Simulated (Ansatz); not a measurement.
Consider KIrO3 (cubic perovskite) (Pm-3m).

The structure was built from a prototype and need not be the compound's stable phase.

```xyz
5
Lattice="0.0000 -3.8529 0.0000 0.0000 0.0000 3.8529 -3.8529 0.0000 0.0000" Properties=species:S:1:pos:R:3 pbc="T T T"
K     0.0000    0.0000    0.0000
Ir   -1.9265   -1.9265    1.9265
O     0.0000   -1.9265    1.9265
O    -1.9265   -1.9265    0.0000
O    -1.9265    0.0000    1.9265
```

The structure was relaxed with LDA. The structure type comes from a generator and need not be one that this composition takes. The structure was generated from a model, not taken from a measurement. The runs that relaxed it are not among those shown. The program's search for lower electronic states was switched off, so nothing shows that the state found is the lowest. Spin-orbit coupling is left out unless a run names it. PAW set soft_2, made with PBE.

A constrained-RPA run (Ansatz 0.2.0; non-magnetic LDA; Ir d + anion p, bands v11 to c3, 4×4×4 mesh, medium accuracy) builds 14 functions on bands 16 eV wide, with 22.0 electrons in the window. The bare on-site interaction is 16.2 eV and the bare J 0.65 eV.

Q: What U and J survive the screening?

On the Ir d shell, U = 8.13 eV (50 % of the bare value), U′ = 7.10 eV, J = 0.51 eV.

The parent state is non-magnetic and the interaction static (zero frequency); U depends on the window and the orbitals, so it belongs to this model alone. Spin-orbit coupling, which is strong for atoms this heavy, is left out. A window that holds the anion p bands defines a model with explicit ligands; its U belongs to that model and is not the U of DFT+U.

[Paths, hosts, dates, memory and timing lines, banners, echoed tables and standing remarks are left out of the program output.]

[Logs are printed without paths, hosts, clocks, repeated set-up lines and the standing remarks that a program may print on its own settings, such as how far it seeks lower states.]

[Runs of the session that timed out or met a known fault of the program may be left out.]

[Hosts, paths, dates, database ids (printed as entryN), source tags and the programs' standing remarks are cut or masked in the printed files.]
